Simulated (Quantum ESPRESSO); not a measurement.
# MnS (Alabandite): magnetism against volume

Wanted: the trend of the moments of MnS (Alabandite) with volume.

Calculated with Quantum ESPRESSO 7.5; PBE with U = 4 eV on Mn d (ortho-atomic projectors); plane waves with GBRV 1.5 PBE potentials, no spin-orbit coupling.

## (1) The structure

It takes space group Fm-3m (No. 225, cubic). Conventional cell: a = 5.224 Å, b = 5.224 Å, c = 5.224 Å, α = 90.00°, β = 90.00°, γ = 90.00°. Nearest to Mn lie 6 S at 2.61 Å. Nearest to S lie 6 Mn at 2.61 Å. Farther neighbours and most contacts between anions are not listed.

The cell comes from the Crystallography Open Database.

## (2) Volume 0.92, ferro +

All lengths scale alike; the factor is that of the volume. Atoms keep their fractional places. Seeded atoms are those given a starting moment.

pw.in

```
&CONTROL
  calculation = 'scf'
  prefix = 'pwscf'
  outdir = './tmp'
  pseudo_dir = './pseudo'
  disk_io = 'nowf'
  tprnfor = .true.
  tstress = .true.
/
&SYSTEM
  ibrav = 0
  celldm(1) = 8
  nat = 2
  ntyp = 2
  ecutwfc = 40
  ecutrho = 280
  nbnd = 19
  occupations = 'smearing'
  smearing = 'fd'
  degauss = 0.00367493
  nspin = 2
  starting_magnetization(1) = 0.3
  starting_magnetization(2) = 0
/
&ELECTRONS
  conv_thr = 4d-09
  electron_maxstep = 150
  mixing_beta = 0.3
/
ATOMIC_SPECIES
Mn     54.9380 mn_pbe_v1.5.uspp.F.UPF
S      32.0600 s_pbe_v1.4.uspp.F.UPF
CELL_PARAMETERS alat
   0.0000000000000    0.6000370584708    0.6000370584708
   0.6000370584708    0.0000000000000    0.6000370584708
   0.6000370584708    0.6000370584708    0.0000000000000
ATOMIC_POSITIONS crystal
Mn      0.0000000000    0.0000000000    0.0000000000
S       0.5000000000    0.5000000000    0.5000000000
K_POINTS automatic
8 8 8 0 0 0
HUBBARD {ortho-atomic}
U Mn-3d 4.0000
```

On the command line:

```console
$ OMP_NUM_THREADS=1 mpirun -n 2 pw.x -nk 2 -in pw.in > pw.out
```

Log:

```text
Program PWSCF v.7.5 starts

     Message from routine setup:
     using ibrav=0 with symmetry is DISCOURAGED, use correct ibrav instead

     K-points division:     npool     =       2
     Subspace diagonalization in iterative solution of the eigenvalue problem:

     bravais-lattice index     =            0
     lattice parameter (alat)  =       8.0000  a.u.
     unit-cell volume          =     221.2250 (a.u.)^3
     number of atoms/cell      =            2
     number of atomic types    =            2
     number of electrons       =        21.00
     number of Kohn-Sham states=           19
     kinetic-energy cutoff     =      40.0000  Ry
     charge density cutoff     =     280.0000  Ry
     scf convergence threshold =      4.0E-09
     mixing beta               =       0.3000
     number of iterations used =            8  plain     mixing
     Exchange-correlation=  SLA  PW   PBX  PBC
                           (   1   4   3   4   0   0   0)
     Hubbard projectors: ortho-atomic
     Hubbard parameters of DFT+U (Dudarev formulation) in eV:
     U(Mn-3d) =  4.0000

     Internal variables: lda_plus_u =T, lda_plus_u_kind = 0

     Internal variables: orbital_resolved =F, hub_pot_fix =F, apply_U = F

     celldm(1)=   8.000000  celldm(2)=   0.000000  celldm(3)=   0.000000
     celldm(4)=   0.000000  celldm(5)=   0.000000  celldm(6)=   0.000000

     crystal axes: (cart. coord. in units of alat)
               a(1) = (   0.000000   0.600037   0.600037 )
               a(2) = (   0.600037   0.000000   0.600037 )
               a(3) = (   0.600037   0.600037   0.000000 )

     reciprocal axes: (cart. coord. in units 2 pi/alat)
               b(1) = ( -0.833282  0.833282  0.833282 )
               b(2) = (  0.833282 -0.833282  0.833282 )
               b(3) = (  0.833282  0.833282 -0.833282 )

     PseudoPot. # 1 for Mn read from file:
     mn_pbe_v1.5.uspp.F.UPF
     Pseudo is Ultrasoft + core correction, Zval = 15.0

     PseudoPot. # 2 for S  read from file:
     s_pbe_v1.4.uspp.F.UPF
     Pseudo is Ultrasoft + core correction, Zval =  6.0

     atomic species   valence    mass     pseudopotential
     Mn               15.00    54.93800     Mn( 1.00)
     S                 6.00    32.06000     S ( 1.00)

     Starting magnetic structure
     atomic species   magnetization
     Mn              0.300
     S               0.000

     48 Sym. Ops., with inversion, found

   Cartesian axes

     site n.     atom                  positions (alat units)
         1        Mn     tau(   1) = (   0.0000000   0.0000000   0.0000000  )
         2        S      tau(   2) = (   0.6000371   0.6000371   0.6000371  )

     number of k points=    29  Fermi-Dirac smearing, width (Ry)=  0.0037
                       cart. coord. in units 2pi/alat
        k(    1) = (   0.0000000   0.0000000   0.0000000), wk =   0.0019531
        k(    2) = (   0.1041602   0.1041602  -0.1041602), wk =   0.0156250
        k(    3) = (   0.2083205   0.2083205  -0.2083205), wk =   0.0156250
        k(    4) = (   0.3124807   0.3124807  -0.3124807), wk =   0.0156250
        k(    5) = (  -0.4166409  -0.4166409   0.4166409), wk =   0.0078125
        [... 24 further k-points ...]

     Dense  grid:    17477 G-vectors     FFT dimensions: (  40,  40,  40)

     Smooth grid:     7631 G-vectors     FFT dimensions: (  27,  27,  27)

     Check: negative core charge=   -0.000039
     Generating pointlists ...
     new r_m :   0.2475 (alat units)  1.9801 (a.u.) for type    1
     new r_m :   0.2475 (alat units)  1.9801 (a.u.) for type    2

     Initial potential from superposition of free atoms

     starting charge      20.4999, renormalised to      21.0000

     STARTING HUBBARD OCCUPATIONS:

     =================== HUBBARD OCCUPATIONS ===================
     ------------------------ ATOM    1 ------------------------
     Tr[ns(  1)] (up, down, total) =   5.00000  0.00000  5.00000
     Atomic magnetic moment for atom   1 =   5.00000
     [... lines left out ...]
     Number of occupied Hubbard levels =    5.0000

     Atomic wfc used for Hubbard projectors are orthogonalized

     Starting wfcs are   17 randomized atomic wfcs +    2 random wfcs

     Self-consistent Calculation

     iteration #  1     ecut=    40.00 Ry     beta= 0.30
     Davidson diagonalization with overlap
     ethr =  1.00E-02,  avg # of iterations =  5.8

     =================== HUBBARD OCCUPATIONS ===================
     ------------------------ ATOM    1 ------------------------
     Tr[ns(  1)] (up, down, total) =   4.84801  0.16396  5.01197
     Atomic magnetic moment for atom   1 =   4.68405
     [... lines left out ...]
     Number of occupied Hubbard levels =    5.0120

     total energy              =    -235.22382305 Ry
     estimated scf accuracy    <       0.48080056 Ry

     total magnetization       =     4.99 Bohr mag/cell
     absolute magnetization    =     4.99 Bohr mag/cell

     iteration #  2     ecut=    40.00 Ry     beta= 0.30
     Davidson diagonalization with overlap
     ethr =  2.29E-03,  avg # of iterations =  1.7

     total energy              =    -235.30667794 Ry
     estimated scf accuracy    <       0.02169812 Ry

     total magnetization       =     5.00 Bohr mag/cell
     absolute magnetization    =     5.00 Bohr mag/cell

     [... further iterations left out ...]

     iteration #  9     ecut=    40.00 Ry     beta= 0.30
     Davidson diagonalization with overlap
     ethr =  3.06E-09,  avg # of iterations =  2.3

     negative rho (up, down):  0.000E+00 4.399E-04

     total energy              =    -235.31534516 Ry
     estimated scf accuracy    <          7.5E-09 Ry

     total magnetization       =     5.00 Bohr mag/cell
     absolute magnetization    =     5.00 Bohr mag/cell

     iteration # 10     ecut=    40.00 Ry     beta= 0.30
     Davidson diagonalization with overlap
     ethr =  3.59E-11,  avg # of iterations =  3.9

     negative rho (up, down):  0.000E+00 4.398E-04

     Magnetic moment per site  (integrated on atomic sphere of radius R)
     atom   1 (R=0.248)  charge= 13.1006  magn=  4.4437
     atom   2 (R=0.248)  charge=  4.6109  magn=  0.1404

     End of self-consistent calculation

     =================== HUBBARD OCCUPATIONS ===================
     ------------------------ ATOM    1 ------------------------
     Tr[ns(  1)] (up, down, total) =   4.96551  0.29405  5.25956
     Atomic magnetic moment for atom   1 =   4.67145
     [... lines left out ...]
     Number of occupied Hubbard levels =    5.2596

     [... lines left out ...]
     the Fermi energy is    11.7296 ev

!    total energy              =    -235.31534520 Ry
     estimated scf accuracy    <          6.8E-10 Ry
     smearing contrib. (-TS)   =      -0.00000886 Ry
     internal energy E=F+TS    =    -235.31533634 Ry

     The total energy is F=E-TS. E is the sum of the following terms:
     one-electron contribution =    -126.90208981 Ry
     hartree contribution      =      71.97033150 Ry
     xc contribution           =     -35.35350630 Ry
     ewald contribution        =    -145.07446884 Ry
     Hubbard energy            =       0.04439711 Ry

     total magnetization       =     5.00 Bohr mag/cell
     absolute magnetization    =     5.00 Bohr mag/cell

     convergence has been achieved in  10 iterations

     negative rho (up, down):  0.000E+00 4.398E-04

     Forces acting on atoms (cartesian axes, Ry/au):

     atom    1 type  1   force =     0.00000000    0.00000000   -0.00000000
     atom    2 type  2   force =     0.00000000    0.00000000   -0.00000000

     Total force =     0.000000     Total SCF correction =     0.000000

     Computing stress (Cartesian axis) and pressure

     negative rho (up, down):  0.000E+00 4.398E-04
          total   stress  (Ry/bohr**3)                   (kbar)     P=      135.69
   0.00092240   0.00000000   0.00000000          135.69        0.00        0.00
   0.00000000   0.00092240   0.00000000            0.00      135.69        0.00
   0.00000000   0.00000000   0.00092240            0.00        0.00      135.69

=------------------------------------------------------------------------------=
   JOB DONE.
=------------------------------------------------------------------------------=
```

Run time: 8.3 s. Hardware: 2 MPI ranks of Intel Xeon 6975P-C (Granite Rapids), shared host; peak memory 0.21 GiB.

Spin moment in the atom's sphere by atom:

| atom | spin moment in the atom's sphere (μB) |
| --- | --- |
| Mn1 | 4.44 |
| S2 | 0.14 |

This step gave:

```yaml
smearing_term_ts: 1.21e-4 eV
pressure: 13.57 GPa
magnetization: 5 μB
absolute_magnetization: 5 μB
final_state: ferromagnetic
```

## (3) Volume 0.92, antiferro q=(0,1/2,1/2) +-

The wavevector q is in fractions of the reciprocal vectors of the crystal's primitive cell, as the cells of these inputs are built from it; moments change sign between cells as cos(2π q·R).

pw.in

```
&CONTROL
  calculation = 'scf'
  prefix = 'pwscf'
  outdir = './tmp'
  pseudo_dir = './pseudo'
  disk_io = 'nowf'
  tprnfor = .true.
  tstress = .true.
/
&SYSTEM
  ibrav = 0
  celldm(1) = 8
  nat = 4
  ntyp = 3
  ecutwfc = 40
  ecutrho = 280
  nbnd = 30
  occupations = 'smearing'
  smearing = 'fd'
  degauss = 0.00367493
  nspin = 2
  starting_magnetization(1) = 0.3
  starting_magnetization(2) = -0.3
  starting_magnetization(3) = 0
/
&ELECTRONS
  conv_thr = 8d-09
  electron_maxstep = 150
  mixing_beta = 0.3
/
ATOMIC_SPECIES
Mn1    54.9380 mn_pbe_v1.5.uspp.F.UPF
Mn2    54.9380 mn_pbe_v1.5.uspp.F.UPF
S      32.0600 s_pbe_v1.4.uspp.F.UPF
CELL_PARAMETERS alat
   0.0000000000000    0.6000370584708    0.6000370584708
   1.2000741169415    0.0000000000000    1.2000741169415
   1.2000741169415    0.6000370584708    0.6000370584708
ATOMIC_POSITIONS crystal
Mn1     0.0000000000    0.0000000000    0.0000000000
Mn2     0.0000000000    0.5000000000    0.0000000000
S       0.5000000000    0.0000000000    0.5000000000
S       0.5000000000    0.5000000000    0.5000000000
K_POINTS automatic
8 4 8 0 0 0
HUBBARD {ortho-atomic}
U Mn1-3d 4.0000
U Mn2-3d 4.0000
```

Log:

```text
     [... lines left out ...]
Program PWSCF v.7.5 starts
     [... lines left out ...]
     number of atoms/cell      =            4
     [... lines left out ...]
     number of electrons       =        42.00
     number of Kohn-Sham states=           30
     kinetic-energy cutoff     =      40.0000  Ry
     charge density cutoff     =     280.0000  Ry
     scf convergence threshold =      8.0E-09
     [... lines left out ...]
     16 Sym. Ops., with inversion, found
     [... lines left out ...]
     number of k points=    39  Fermi-Dirac smearing, width (Ry)=  0.0037
     [... lines left out ...]
     iteration # 12     ecut=    40.00 Ry     beta= 0.30
     [... lines left out ...]
     Magnetic moment per site  (integrated on atomic sphere of radius R)
     atom   1 (R=0.248)  charge= 13.0987  magn=  4.4123
     atom   2 (R=0.248)  charge= 13.0989  magn= -4.4123
     atom   3 (R=0.248)  charge=  4.6082  magn= -0.0448
     atom   4 (R=0.248)  charge=  4.6084  magn=  0.0448
     [... lines left out ...]
     Tr[ns(  1)] (up, down, total) =   4.95967  0.30712  5.26679
     [... lines left out ...]
     Tr[ns(  2)] (up, down, total) =   0.30712  4.95967  5.26679
     [... lines left out ...]
     the Fermi energy is    11.8993 ev
!    total energy              =    -470.63586733 Ry
     estimated scf accuracy    <          4.0E-09 Ry
     smearing contrib. (-TS)   =      -0.00000040 Ry
     [... lines left out ...]
     total magnetization       =    -0.00 Bohr mag/cell
     absolute magnetization    =     9.63 Bohr mag/cell
     convergence has been achieved in  12 iterations
     [... lines left out ...]
     Total force =     0.000000     Total SCF correction =     0.000000
     [... lines left out ...]
          total   stress  (Ry/bohr**3)                   (kbar)     P=      124.11
     [... lines left out ...]
```

Elapsed: 55 s, on 2 MPI ranks; peak memory 0.35 GiB; 1.8 min of CPU time.

Spin moment in the atom's sphere by atom:

| atom | spin moment in the atom's sphere (μB) |
| --- | --- |
| Mn1 | 4.41 |
| Mn2 | -4.41 |
| S3 | -0.04 |
| S4 | 0.04 |

Numbers from this step:

```yaml
smearing_term_ts: 5.38e-6 eV
pressure: 12.41 GPa
magnetization: 0 μB
absolute_magnetization: 9.627 μB
final_state: antiferromagnetic
```

## (4) Volume 0.92, no spin polarisation

pw.in

```
&CONTROL
  calculation = 'scf'
  prefix = 'pwscf'
  outdir = './tmp'
  pseudo_dir = './pseudo'
  disk_io = 'nowf'
  tprnfor = .true.
  tstress = .true.
/
&SYSTEM
  ibrav = 0
  celldm(1) = 8
  nat = 2
  ntyp = 2
  ecutwfc = 40
  ecutrho = 280
  nbnd = 17
  occupations = 'smearing'
  smearing = 'fd'
  degauss = 0.00367493
/
&ELECTRONS
  conv_thr = 4d-09
  electron_maxstep = 150
  mixing_beta = 0.3
/
ATOMIC_SPECIES
Mn     54.9380 mn_pbe_v1.5.uspp.F.UPF
S      32.0600 s_pbe_v1.4.uspp.F.UPF
CELL_PARAMETERS alat
   0.0000000000000    0.6000370584708    0.6000370584708
   0.6000370584708    0.0000000000000    0.6000370584708
   0.6000370584708    0.6000370584708    0.0000000000000
ATOMIC_POSITIONS crystal
Mn      0.0000000000    0.0000000000    0.0000000000
S       0.5000000000    0.5000000000    0.5000000000
K_POINTS automatic
8 8 8 0 0 0
HUBBARD {ortho-atomic}
U Mn-3d 4.0000
```

Log:

```text
     [... lines left out ...]
Program PWSCF v.7.5 starts
     [... lines left out ...]
     number of atoms/cell      =            2
     [... lines left out ...]
     number of electrons       =        21.00
     number of Kohn-Sham states=           17
     kinetic-energy cutoff     =      40.0000  Ry
     charge density cutoff     =     280.0000  Ry
     scf convergence threshold =      4.0E-09
     [... lines left out ...]
     48 Sym. Ops., with inversion, found
     [... lines left out ...]
     number of k points=    29  Fermi-Dirac smearing, width (Ry)=  0.0037
     [... lines left out ...]
     iteration # 15     ecut=    40.00 Ry     beta= 0.30
     [... lines left out ...]
     Tr[ns(  1)] =   5.74081
     [... lines left out ...]
     the Fermi energy is     9.6980 ev
!    total energy              =    -234.99967100 Ry
     estimated scf accuracy    <          5.1E-10 Ry
     smearing contrib. (-TS)   =      -0.00457301 Ry
     [... lines left out ...]
     convergence has been achieved in  15 iterations
     [... lines left out ...]
     Total force =     0.000000     Total SCF correction =     0.000000
     [... lines left out ...]
          total   stress  (Ry/bohr**3)                   (kbar)     P=     -112.45
     [... lines left out ...]
```

It took 5.7 s on 2 MPI ranks; peak memory 0.19 GiB; 11 s of CPU time.

Numbers from this step:

```
smearing term TS : 0.06222 eV
pressure         : -11.25 GPa
final state      : non-magnetic (no spin polarisation)
```

[end of part 1 of 2]

[Logs and program files are shortened in this print: banners, set-up blocks, solver, clock and traceback lines can be left out without a mark of their own.]

[Logs are printed without paths, hosts, clocks, repeated set-up lines and the standing remarks that a program may print on its own settings, such as how far it seeks lower states.]

[Hosts, paths, dates, database ids (printed as entryN), source tags and the programs' standing remarks are cut or masked in the printed files.]

[Where a cell is said to come from a database of computed structures, the database is the Materials Project.]
